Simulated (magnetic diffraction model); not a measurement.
# Li2MnCl5: the ordered moment from one line

Space group P2_12_12_1 (no. 19), a = 6.5650 Å, b = 10.3050 Å, c = 12.2750 Å.

```csv
site,atom,x,y,z
4a,Mn,0.0269,0.0452,0.6181
4a,Cl,0.7677,0.0669,0.0623
4a,Cl,0.7551,0.3310,0.8874
4a,Cl,0.7878,0.3323,0.2877
4a,Cl,0.8535,0.6039,0.0570
4a,Cl,0.8751,0.0156,0.7927
4a,Li,0.9745,0.6595,0.5585
4a,Li,0.0400,0.6134,0.2394
```

The compound is invented for this exercise: a known structure type with other elements, its cell scaled to their sizes and not relaxed.

Only Mn is taken to order (form factors of Mn3+); orders and moment sizes are assumed, and not adapted to the symmetry. Radiation: neutrons of λ = 1.594 Å, 3° to 30°; isotropic B of 0.61 Å² (Mn), 0.75 Å² (Cl) and 1.21 Å² (Li). Simulated constant-wavelength pattern: nuclear and magnetic terms add, the magnetic one as |2.695 fm × Σ f S⊥ exp(2πi Q·r) exp(−B s²)|², summed over all Q at one angle with the factor 1/(sin²θ cos θ). For a modulated order the moment at position r is S exp(−2πi k·r) + c.c., with S = m/2 for a sine wave of amplitude m and S = m(u + iv)/2 for moments turning in a plane, u and v being orthogonal unit vectors in it; the phase factor of the sum at Q = H + k is then exp(2πi H·r). Free-ion form factors, Sears's scattering lengths of 1992, no absorption; a label names one of the reflections at its angle. The strongest nuclear line in the range is 100, and lines under 0.2 are left out.

In a first state the assumed order is k = (1/5 0 0), moments turning in the plane of [010] and [001], 3.12 μB on Mn; signs + at (0.0269, 0.0452, 0.6181), + at (0.9731, 0.5452, 0.8819), + at (0.5269, 0.4548, 0.3819), − at (0.4731, 0.9548, 0.1181), with this pattern:

| 2θ (°) | index | nuclear | magnetic |
| --- | --- | --- | --- |
| 7.95 | (1/5 0 1) | 0.0 | 5.3 |
| 9.30 | (1/5 1 0) | 0.0 | 3.7 |
| 11.15 | (4/5 0 0) | 0.0 | 2.3 |
| 11.59 | (0 1 1) | 2.5 | 0.0 |
| 11.92 | (1/5 1 1) | 0.0 | 4.3 |
| 13.42 | (4/5 0 1) | 0.0 | 2.6 |
| 14.26 | (4/5 1 0) | 0.0 | 2.2 |
| 15.18 | (1/5 0 2) | 0.0 | 1.2 |
| 16.11 | (4/5 1 1) | 0.0 | 3.1 |
| 16.75 | (6/5 0 0) | 0.0 | 0.9 |
| 17.61 | (1/5 1 2) | 0.0 | 1.7 |
| 17.80 | (0 2 0) | 3.7 | 0.0 |
| 18.02 | (1/5 2 0) | 0.0 | 0.8 |
| 18.17 | (1 1 1) | 0.6 | 0.0 |
| 18.36 | (6/5 0 1) | 0.0 | 1.4 |
| 18.66 | (4/5 0 2) | 0.0 | 1.0 |
(The table stops after 16 lines; 41 more lie at higher angle.)

**Question.** Nearer the ordering temperature the line at 7.95° has total intensity 3.8 on the same scale, and all moments have shrunk alike. How large is the Mn moment?

The nuclear part, 0.0, stays, so the magnetic part is 3.8 against 5.3. It goes as m², so m = 3.12 × √(3.8/5.3) = 2.64 μB; the value used was 2.65 μB.

[Logs are printed without paths, hosts, clocks, repeated set-up lines and the standing remarks that a program may print on its own settings, such as how far it seeks lower states.]
